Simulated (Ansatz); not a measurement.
# Cl on Al(100): change of the work function, part 3 of 4

Wanted: Δφ(θ) for Cl/Al(100), starting from the hollow site.

Ansatz 0.2.0; plane-wave DFT, PBE, Ansatz PAW.

So far, work function, upper face (eV): step 2 (the clean slab) 4.29; step 3 (37 atoms, coverage 0.111 ML, cell 3x3) 4.53.

## (4) Adsorbate added, k-mesh 6×6×1, coverage 0.25 ML

System of this step: Cl/Al(100). The cell holds 17 atoms: 16 Al and 1 Cl. Its edges and angles: a = 5.728 Å, b = 5.728 Å, c = 25.170 Å, α = 90.0°, β = 90.0°, γ = 90.0°. Vacuum lies along c.

Another coverage, to see how the dipoles act on each other as their distance changes.

input.yaml reads:

```yaml
crystal:
  lattice:
    - [5.7275649276, 0.0, 0.0]
    - [0.0, 5.7275649276, 0.0]
    - [0.0, 0.0, 25.1699217993]
  atoms:
    - { symbol: Al, position: [0.25, 0.25, 0.3575696449] }
    - { symbol: Al, position: [0.0, 0.0, 0.438022815] }
    - { symbol: Al, position: [0.25, 0.25, 0.5178535077] }
    - { symbol: Al, position: [0.0, 0.0, 0.5993618206] }
    - { symbol: Al, position: [0.25, 0.75, 0.3575696449] }
    - { symbol: Al, position: [0.0, 0.5, 0.438022815] }
    - { symbol: Al, position: [0.25, 0.75, 0.5178535077] }
    - { symbol: Al, position: [0.0, 0.5, 0.5993618206] }
    - { symbol: Al, position: [0.75, 0.25, 0.3575696449] }
    - { symbol: Al, position: [0.5, 0.0, 0.438022815] }
    - { symbol: Al, position: [0.75, 0.25, 0.5178535077] }
    - { symbol: Al, position: [0.5, 0.0, 0.5993618206] }
    - { symbol: Al, position: [0.75, 0.75, 0.3575696449] }
    - { symbol: Al, position: [0.5, 0.5, 0.438022815] }
    - { symbol: Al, position: [0.75, 0.75, 0.5178535077] }
    - { symbol: Al, position: [0.5, 0.5, 0.5993618206] }
    - { symbol: Cl, position: [0.25, 0.25, 0.6424303551] }
kpoints:
  mp_grid: { grid: [6, 6, 1] }
hamiltonian:
  xc: pbe
scf:
  occupations: { method: fermi_dirac, width: 0.1 }
  convergence: { dr2_threshold: 1.0e-08 }
efield:
  axis: 3
  dipole_correction: true
  ramp_position: 0.97
  ramp_width: 0.06
relax:
  f_tol: 0.02
  max_steps: 60
  constraints: [{ sites: [0, 1, 4, 5, 8, 9, 12, 13] }]
output:
  dos: { projected: true, e_range: [-8, 4] }
  write_potential: true
  write_density: true
  volumetric_format: npy
  elf: true
```

Launch:

```bash
$ ansatz run input.yaml --threads 2 --pin off --max-ram 4096MiB --backend cpu --events-out ev --progress --plain --runs-dir out
```

Output:

```text
[...]
Crystal: 17 atoms, lattice volume = 825.699 Å³
Basis set: ecut = 420 eV, 16193 PW (Γ), exchange–correlation on 80×80×360 points (8 copies of the dense FFT grid, shifted against one another)
Bands: 45, of which v1, the nominal top of the filled ones, is band 28 counted from 1 (27 counted from 0)
Symmetry: 8 space group operations
[...]
k-points: 10 of 36
[...]
SCF iter   1: F=—  HF=-9675.506362 eV  |F-HF|=—  |Δ(HF+E_count)|=         —  Δρ=2.19e-3  dr2=4.01e-1  ethr=1.77e-3  p=0.058 e·Å  D=1.27e-2 V/Å  ΔV_dip=-0.32 eV  dr2_dipole=1.16e-2  V_vac-E_F(+/−)=3.94/4.26 eV  ⟨swp⟩=14.2  Hψ=3109  notcnv=0  defer=1
[...]
SCF iter   8: F=-9675.474621 eV  HF=-9675.474621 eV  |F-HF|=1.24e-8  |Δ(HF+E_count)|=   8.62e-8  Δρ=3.92e-7  dr2=2.70e-9  ethr=1.82e-11  p=0.112 e·Å  D=2.45e-2 V/Å  ΔV_dip=-0.62 eV  dr2_dipole=1.34e-13  V_vac-E_F(+/−)=3.74/4.36 eV  ⟨swp⟩=18.3  Hψ=3489  notcnv=0
SCF 1 converged in 8 iterations: F = -9675.474621 eV  dr2 = 2.70e-9
[...]
relax step   1: F+E_penalty+E_count = -9675.47462103 eV  Δ(F+E_penalty+E_count) = +0.000e0 eV  max|allowed force component| = 4.574e0 eV/Å  Δτ_max = 0.0000 Å  (8 SCF iters, accepted)
[...]
SCF iter   1: F=—  HF=-9676.586343 eV  |F-HF|=—  |Δ(HF+E_count)|=         —  Δρ=2.68e-3  dr2=1.49e-1  ethr=2.11e-4  p=0.112 e·Å  D=2.45e-2 V/Å  ΔV_dip=-0.62 eV  dr2_dipole=3.05e-2  V_vac-E_F(+/−)=3.75/4.36 eV  ⟨swp⟩=2.0  Hψ=2086  notcnv=0  defer=13
[...]
eigensolver tolerance schedule calibrated: the retry pair's looser diagonalisation under-reported the residual by θ = 0.22 (0.19/decade); ethr = c·dr2/N_el runs at the constant in force after the calibration composes with the one it found (an armed cap, an earlier calibration), c = 2.8e-2
[...]
SCF iter   2: F=—  HF=-9676.569461 eV  |F-HF|=—  |Δ(HF+E_count)|=   1.69e-2  Δρ=1.64e-3  dr2=5.09e-2  ethr=7.64e-5  p=0.068 e·Å  D=1.49e-2 V/Å  ΔV_dip=-0.38 eV  dr2_dipole=5.94e-3  V_vac-E_F(+/−)=3.96/4.33 eV  ⟨swp⟩=3.2  Hψ=986  notcnv=0  defer=13
[...]
SCF iter   8: F=-9676.558501 eV  HF=-9676.558501 eV  |F-HF|=6.65e-9  |Δ(HF+E_count)|=   4.72e-8  Δρ=2.90e-7  dr2=2.07e-9  ethr=5.15e-12  p=0.083 e·Å  D=1.82e-2 V/Å  ΔV_dip=-0.46 eV  dr2_dipole=1.99e-10  V_vac-E_F(+/−)=3.88/4.34 eV  ⟨swp⟩=18.6  Hψ=3305  notcnv=0
SCF 2 converged in 8 iterations: F = -9676.558501 eV  dr2 = 2.07e-9
[...]
relax step   2: F+E_penalty+E_count = -9676.55850089 eV  Δ(F+E_penalty+E_count) = -1.084e0 eV  max|allowed force component| = 2.634e0 eV/Å  Δτ_max = 0.1982 Å  (8 SCF iters, accepted)
SCF iter   1: F=—  HF=-9677.142520 eV  |F-HF|=—  |Δ(HF+E_count)|=         —  Δρ=2.74e-3  dr2=2.66e-1  ethr=2.19e-3  p=0.083 e·Å  D=1.82e-2 V/Å  ΔV_dip=-0.46 eV  dr2_dipole=8.15e-2  V_vac-E_F(+/−)=3.91/4.37 eV  ⟨swp⟩=4.2  Hψ=1291  notcnv=0  defer=12
[...]
SCF iter   9: F=-9677.094279 eV  HF=-9677.094279 eV  |F-HF|=2.37e-9  |Δ(HF+E_count)|=   1.53e-8  Δρ=1.82e-7  dr2=3.85e-10  ethr=1.82e-11  p=0.025 e·Å  D=5.54e-3 V/Å  ΔV_dip=-0.14 eV  dr2_dipole=2.20e-12  V_vac-E_F(+/−)=4.19/4.33 eV  ⟨swp⟩=9.1  Hψ=2549  notcnv=0
SCF 3 converged in 9 iterations: F = -9677.094279 eV  dr2 = 3.85e-10
[...]
relax step   3: F+E_penalty+E_count = -9677.09427884 eV  Δ(F+E_penalty+E_count) = -5.358e-1 eV  max|allowed force component| = 1.249e0 eV/Å  Δτ_max = 0.1961 Å  (9 SCF iters, accepted)
[...]
relax step   4: F+E_penalty+E_count = -9677.27322106 eV  Δ(F+E_penalty+E_count) = -1.789e-1 eV  max|allowed force component| = 3.977e-1 eV/Å  Δτ_max = 0.1949 Å  (8 SCF iters, accepted)
[...]
relax step   5: F+E_penalty+E_count = -9677.31173528 eV  Δ(F+E_penalty+E_count) = -3.851e-2 eV  max|allowed force component| = 5.431e-2 eV/Å  Δτ_max = 0.1845 Å  (8 SCF iters, accepted)
[...]
relax step   6: F+E_penalty+E_count = -9677.31329163 eV  Δ(F+E_penalty+E_count) = -1.556e-3 eV  max|allowed force component| = 2.112e-2 eV/Å  Δτ_max = 0.0107 Å  (6 SCF iters, accepted)
SCF iter   1: F=—  HF=-9677.313082 eV  |F-HF|=—  |Δ(HF+E_count)|=         —  Δρ=8.38e-5  dr2=2.95e-4  ethr=3.16e-6  p=-0.088 e·Å  D=-1.93e-2 V/Å  ΔV_dip=0.49 eV  dr2_dipole=6.99e-5  V_vac-E_F(+/−)=4.80/4.32 eV  ⟨swp⟩=2.0  Hψ=1022  notcnv=0  defer=5
[...]
SCF iter   6: F=-9677.313613 eV  HF=-9677.313613 eV  |F-HF|=7.60e-9  |Δ(HF+E_count)|=   6.10e-8  Δρ=2.53e-7  dr2=7.15e-10  ethr=1.82e-11  p=-0.087 e·Å  D=-1.90e-2 V/Å  ΔV_dip=0.48 eV  dr2_dipole=4.32e-12  V_vac-E_F(+/−)=4.80/4.32 eV  ⟨swp⟩=11.4  Hψ=3002  notcnv=0
SCF 7 converged in 6 iterations: F = -9677.313613 eV  dr2 = 7.15e-10
relax step   7: F+E_penalty+E_count = -9677.31361283 eV  Δ(F+E_penalty+E_count) = -3.212e-4 eV  max|allowed force component| = 2.571e-3 eV/Å  Δτ_max = 0.0051 Å  (6 SCF iters, accepted)
[...]
SCF converged after 6 iterations
Free energy (F): -9677.313613 eV
[...]
Internal energy: -9677.117673 eV  (E = F + TS)
E sigma→0 (E₀):  -9677.215643 eV
Entropy (-TS):   -0.195940 eV (-11.526 meV/atom)
Fermi energy:    -0.232794 eV
Dipole field:    D = -0.018994 V/Å  (p = -0.086673 e·Å, saw-weighted, corrected)
Work function:   Φ+ = 4.7979 eV   Φ− = 4.3198 eV
[...]
--- Forces (eV/Å), atoms counted from 1 ---
  atom   1  Al     0.00000000     0.00000000    -0.10047334
  atom   2  Al     0.06880568     0.06880568     0.05553909
  atom   3  Al    -0.00000000     0.00000000    -0.00257101
  atom   4  Al    -0.00056637    -0.00056637     0.00072638
  atom   5  Al     0.00000000     0.00000000    -0.01548315
  atom   6  Al     0.06880568    -0.06880568     0.05553909
  atom   7  Al     0.00000000     0.00000000    -0.00135699
  atom   8  Al    -0.00056637     0.00056637     0.00072638
  atom   9  Al     0.00000000     0.00000000    -0.01548315
  atom  10  Al    -0.06880568     0.06880568     0.05553909
  atom  11  Al    -0.00000000     0.00000000    -0.00135699
  atom  12  Al     0.00056637    -0.00056637     0.00072638
  atom  13  Al     0.00000000     0.00000000    -0.08856946
  atom  14  Al    -0.06880568    -0.06880568     0.05553909
  atom  15  Al    -0.00000000     0.00000000     0.00026451
  atom  16  Al     0.00056637     0.00056637     0.00072638
  atom  17  Cl     0.00000000     0.00000000    -0.00003831
  max |Σ_I F_I| component: 6.02e-6 eV/Å
--- Band table (eV; the first three rows and the last of 10) ---
  k-point 0: bands = [... 24 lower, -1.3968, -1.3751, -1.3599, -0.2493, -0.0581, 0.0130, 0.0948, 0.0948, ... 13 higher]
  k-point 1: bands = [... 24 lower, -1.4264, -0.9445, -0.3418, -0.3372, -0.2227, -0.1196, 0.1875, 0.3719, ... 13 higher]
  k-point 2: bands = [... 24 lower, -1.3131, -1.0318, -0.9808, 0.0300, 0.3097, 0.5036, 0.6180, 1.0762, ... 13 higher]
  k-point 9: bands = [... 24 lower, -0.2400, 0.2158, 0.2158, 0.5309, 0.6771, 0.7142, 0.7142, 0.7380, ... 13 higher]
--- Relaxed structure (7 steps of the walk, 7 accepted, 0 SCFs on fresh bases) ---
  F+E_penalty+E_count = -9677.31361283 eV   max|allowed force component| = 2.571e-3 eV/Å
  atoms:
    - { symbol: Al, position: [0.25, 0.25, 0.357570] }
    - { symbol: Al, position: [0.0, 0.0, 0.438023] }
    - { symbol: Al, position: [0.25, 0.25, 0.520931] }
    - { symbol: Al, position: [-0.00876801, -0.00876801, 0.598671] }
    - { symbol: Al, position: [0.25, 0.75, 0.357570] }
    - { symbol: Al, position: [0.0, 0.5, 0.438023] }
    - { symbol: Al, position: [0.25, 0.75, 0.518190] }
    - { symbol: Al, position: [-0.00876801, 0.508768, 0.598671] }
    - { symbol: Al, position: [0.75, 0.25, 0.357570] }
    - { symbol: Al, position: [0.5, 0.0, 0.438023] }
    - { symbol: Al, position: [0.75, 0.25, 0.518190] }
    - { symbol: Al, position: [0.508768, -0.00876801, 0.598671] }
    - { symbol: Al, position: [0.75, 0.75, 0.357570] }
    - { symbol: Al, position: [0.5, 0.5, 0.438023] }
    - { symbol: Al, position: [0.75, 0.75, 0.514708] }
    - { symbol: Al, position: [0.508768, 0.508768, 0.598671] }
    - { symbol: Cl, position: [0.25, 0.25, 0.673254] }
```

The job ended after 1.9 min (2 threads of Arm Neoverse V1, shared host; peak memory 1 GiB; 3.7 min of CPU time).

Relaxation path:

```tsv
step	energy less that of the first step (eV)	largest force component (eV/Å)
1	0.0000	4.5745
2	-1.0839	2.6336
3	-1.6197	1.2489
4	-1.7986	0.3977
5	-1.8371	0.0543
6	-1.8387	0.0211
7	-1.8390	0.0026
```

Forces are held to the 8 operations that the program found; a distortion that breaks them can't arise in this run.

The atoms that moved most (Å):

```tsv
atom	dx	dy	dz	length
Cl17	0.000	0.000	0.776	0.776
Al15	0.000	0.000	-0.079	0.079
Al3	0.000	0.000	0.077	0.077
Al16	0.050	0.050	-0.017	0.073
Al12	0.050	-0.050	-0.017	0.073
Al8	-0.050	0.050	-0.017	0.073
Al4	-0.050	-0.050	-0.017	0.073
Al11	0.000	0.000	0.008	0.008
```

Final coordinates:

```xyz
17
Lattice="5.7276 0.0000 0.0000 0.0000 5.7276 0.0000 0.0000 0.0000 25.1699" Properties=species:S:1:pos:R:3
Al    1.4319    1.4319    9.0000
Al    0.0000    0.0000   11.0250
Al    1.4319    1.4319   13.1118
Al   -0.0502   -0.0502   15.0685
Al    1.4319    4.2957    9.0000
Al    0.0000    2.8638   11.0250
Al    1.4319    4.2957   13.0428
Al   -0.0502    2.9140   15.0685
Al    4.2957    1.4319    9.0000
Al    2.8638    0.0000   11.0250
Al    4.2957    1.4319   13.0428
Al    2.9140   -0.0502   15.0685
Al    4.2957    4.2957    9.0000
Al    2.8638    2.8638   11.0250
Al    4.2957    4.2957   12.9552
Al    2.9140    2.9140   15.0685
Cl    1.4319    1.4319   16.9458
```

This step gave:

```
energy at zero smearing        : -9677.2156 eV
work function, upper face      : 4.798 eV
work function, lower face      : 4.320 eV
dipole along the normal        : -0.08667 e·Å
step between the vacuum levels : 0.4781 eV
```

The density of states has structure finer than the step of the table below, so its rows give means over 0.25 eV. Peaks (eV: height): -4.780: 14.8, -4.480: 14.8, -3.880: 12.9, -0.810: 16.6, -0.240: 12.8, 1.080: 19.8, 1.380: 12.6.

The density of states by energy, zero at the Fermi level; means over each step:

```tsv
energy (eV)	density of states (states/eV a cell)
-7.75	2.76
-7.50	2.78
-7.25	4.22
-7.00	3.64
-6.75	3.87
-6.50	4.43
-6.25	5.64
-6.00	5.68
-5.75	3.54
-5.50	5.12
-5.25	5.02
-5.00	7.30
-4.75	5.96
-4.50	10.9
-4.25	6.84
-4.00	7.01
-3.75	5.68
-3.50	4.18
-3.25	6.06
-3.00	7.76
-2.75	8.05
-2.50	6.47
-2.25	6.10
-2.00	5.55
-1.75	6.99
-1.50	6.40
-1.25	6.40
-1.00	7.47
-0.75	10.3
-0.50	7.74
-0.25	6.14
0.00	5.56
0.25	6.40
0.50	8.10
0.75	8.82
1.00	9.20
1.25	8.67
1.50	9.04
1.75	7.18
```

Projected DOS per atom over height of the atomic layer and energy from the Fermi level. Layers: Al4 Al4 Al4 Al4 Cl from below.

Ten even steps from '0' (0.05 states/eV) to '9' (2.70 states/eV), each cell a mean:
```
11110
11110
21120
11110
10010
11110
11110
10010
11011
11101
11112
10012
10003
01106
11119
00017
00002
01101
00000
00000
00000
00000
```
Columns: height of the atomic layer (Å) from 9 to 16.9; rows upwards: energy from the Fermi level (eV) from -7.96 to 1.95.

Electrostatic potential energy in the ca plane at fractional y = 0.250, with atoms of Al and Cl within 0.2 Å of it. With pseudopotentials it is smooth inside the atoms' cores, unlike the true potential.

Ten even steps from '0' (-19 eV) to '9' (4 eV), each cell a mean:
```
87667887778876678887788999999999999999999999
63113688888741126788889999999999999999999999
40220378887502303788899999999999999999999999
31551278987404511689999999999999999999999999
40220478888512203788899999999999999999999999
63113688888741136788889999999999999999999999
87667887778876668887788999999999999999999999
87777887778887778887788889999999999999999999
75445788788764347888888755799999999999999999
51111578888620103788886100279999999999999999
30441378888503521688883000059999999999999999
30441378888503521688883000059999999999999999
51001578888620103788886100279999999999999999
76445788788764357888888755799999999999999999
88777887778887778887788899999999999999999999
```
Columns run along c (16.0 Å, from fractional 0.32 to 0.95 of the cell; values clipped at the 3rd and 97th percentile), rows up along a (5.7 Å). Atoms in or near the plane, at fractional coordinates: Al at (0.36, 0.25), Al at (0.52, 0.25), Al at (0.36, 0.75), Al at (0.52, 0.75), Cl at (0.67, 0.25).

Valence density in the ca plane at fractional y = 0.250, with atoms of Al and Cl within 0.2 Å of it. It is the smooth field of the valence electrons, not physical close to the nuclei.

Ten steps, logarithmic in the rise over the least value, from '0' (0.0 e/Å³) to '9' (1.6 e/Å³), each cell a mean:
```
45555555555555555555543322110000000000000000
45555555555555555555443211000000000000000000
54445554445554445544432210000000000000000000
54334554445543345544432210000000000000000000
54445554445554445544432210000000000000000000
45555555555555555555443211000000000000000000
45555555555555555555543322210000000000000000
45555555555555555555544555421000000000000000
45555555555555555555456787652100000000000000
45445555445555455544457999964200000000000000
54334554445554345544458989975200000000000000
54334554445554345544458989975200000000000000
45445555445555455544457999964200000000000000
45555555555555555555456777642100000000000000
45555555555555555555544454421000000000000000
```
Columns run along c (16.0 Å, from fractional 0.32 to 0.95 of the cell), rows up along a (5.7 Å). Atoms in or near the plane, at fractional coordinates: Al at (0.36, 0.25), Al at (0.52, 0.25), Al at (0.36, 0.75), Al at (0.52, 0.75), Cl at (0.67, 0.25).

ELF in the ca plane at fractional y = 0.250, with atoms of Al and Cl within 0.2 Å of it. It is the smooth field of the valence electrons, not physical close to the nuclei.

Values, 8 rows by 16 columns, each cell a mean:
```
0.76 0.62 0.55 0.53 0.58 0.57 0.58 0.47 0.13 0.10 0.05 0.01 0.00 0.00 0.00 0.00
0.49 0.25 0.39 0.35 0.31 0.20 0.40 0.29 0.12 0.01 0.00 0.00 0.00 0.00 0.00 0.00
0.57 0.31 0.43 0.39 0.39 0.27 0.44 0.34 0.12 0.01 0.00 0.00 0.00 0.00 0.00 0.00
0.76 0.66 0.59 0.57 0.59 0.61 0.62 0.49 0.17 0.22 0.10 0.01 0.00 0.00 0.00 0.00
0.75 0.62 0.56 0.51 0.59 0.57 0.60 0.32 0.61 0.76 0.39 0.05 0.00 0.00 0.00 0.00
0.48 0.25 0.40 0.31 0.36 0.17 0.42 0.23 0.74 0.76 0.60 0.08 0.00 0.00 0.00 0.00
0.56 0.31 0.44 0.36 0.43 0.25 0.47 0.23 0.77 0.81 0.56 0.07 0.00 0.00 0.00 0.00
0.75 0.66 0.59 0.56 0.59 0.61 0.62 0.38 0.48 0.66 0.31 0.04 0.00 0.00 0.00 0.00
```
Columns run along c (16.0 Å, from fractional 0.32 to 0.95 of the cell), rows up along a (5.7 Å). Atoms in or near the plane, at fractional coordinates: Al at (0.36, 0.25), Al at (0.52, 0.25), Al at (0.36, 0.75), Al at (0.52, 0.75), Cl at (0.67, 0.25).

The relaxation took 7 steps and lowered the energy by 1.8 eV; the largest force on the free atoms ends at 0.0026 eV/Å.

By hand: a sheet of dipoles makes a step −p/(ε₀A) in the electron's potential. With e/ε₀ = 180.95 V·Å, p = -0.08667 e·Å and A = 32.80 Å², that is −180.95 × (-0.08667) / 32.80 = +0.478 eV, and the two vacuum levels of the run differ by +0.478 eV.

The covered face has 4.80 eV, +0.51 eV against the clean one; the bare back face has moved by +0.02 eV, a measure of how thin the slab is.

## (5) Adsorbate added, k-mesh 6×6×1, coverage 0.5 ML

System of this step: Cl/Al(100). The cell holds 18 atoms: 16 Al and 2 Cl. Its edges and angles: a = 5.728 Å, b = 5.728 Å, c = 25.170 Å, α = 90.0°, β = 90.0°, γ = 90.0°. Vacuum lies along c.

Another coverage, to see how the dipoles act on each other as their distance changes.

input.yaml: that of step 4 with these lines changed.

```diff
@@ -23,2 +23,3 @@
     - { symbol: Cl, position: [0.25, 0.25, 0.6424303551] }
+    - { symbol: Cl, position: [0.75, 0.75, 0.6424303551] }
 kpoints:
```

Output:

```text
[...]
Crystal: 18 atoms, lattice volume = 825.699 Å³
Basis set: ecut = 420 eV, 16193 PW (Γ), exchange–correlation on 80×80×360 points (8 copies of the dense FFT grid, shifted against one another)
Bands: 49, of which v1, the nominal top of the filled ones, is band 31 counted from 1 (30 counted from 0)
Symmetry: 16 space group operations
[...]
- { symbol: Al, position: [0.25, 0.75, 0.518350] }
    - { symbol: Al, position: [0, 0.5, 0.596888] }
[...]
- { symbol: Al, position: [0.75, 0.75, 0.357570] }
    - { symbol: Al, position: [0.5, 0.5, 0.438023] }
    - { symbol: Al, position: [0.75, 0.75, 0.517106] }
    - { symbol: Al, position: [0.5, 0.5, 0.596888] }
    - { symbol: Cl, position: [0.25, 0.25, 0.674223] }
    - { symbol: Cl, position: [0.75, 0.75, 0.674223] }
[key lines of the parts left out:]
SCF converged after 7 iterations
Free energy (F): -10758.151138 eV
Fermi energy:    -0.068385 eV
Dipole field:    D = -0.032575 V/Å  (p = -0.148644 e·Å, saw-weighted, corrected)
Work function:   Φ+ = 5.1368 eV   Φ− = 4.3169 eV
```

Elapsed: 2 min, on 2 threads; peak memory 1 GiB; 3.9 min of CPU time.

(Continued in part 4 of 4.)

[Long decimals in the printed logs are rounded to 6 places.]

[Logs are printed without paths, hosts, clocks, repeated set-up lines and the standing remarks that a program may print on its own settings, such as how far it seeks lower states.]

[Hosts, paths, dates, database ids (printed as entryN), source tags and the programs' standing remarks are cut or masked in the printed files.]

[Maps of the electrostatic potential energy from Ansatz leave out the sawtooth potential of an applied field or a dipole correction, so their vacuum need not be flat; planar profiles and work functions include it.]

[The density of states shown here was stored with 400 of the rows of the run's finer table, so its peaks can read low, often by over a quarter, or be missed, and its means over a window can be off by a tenth or more.]
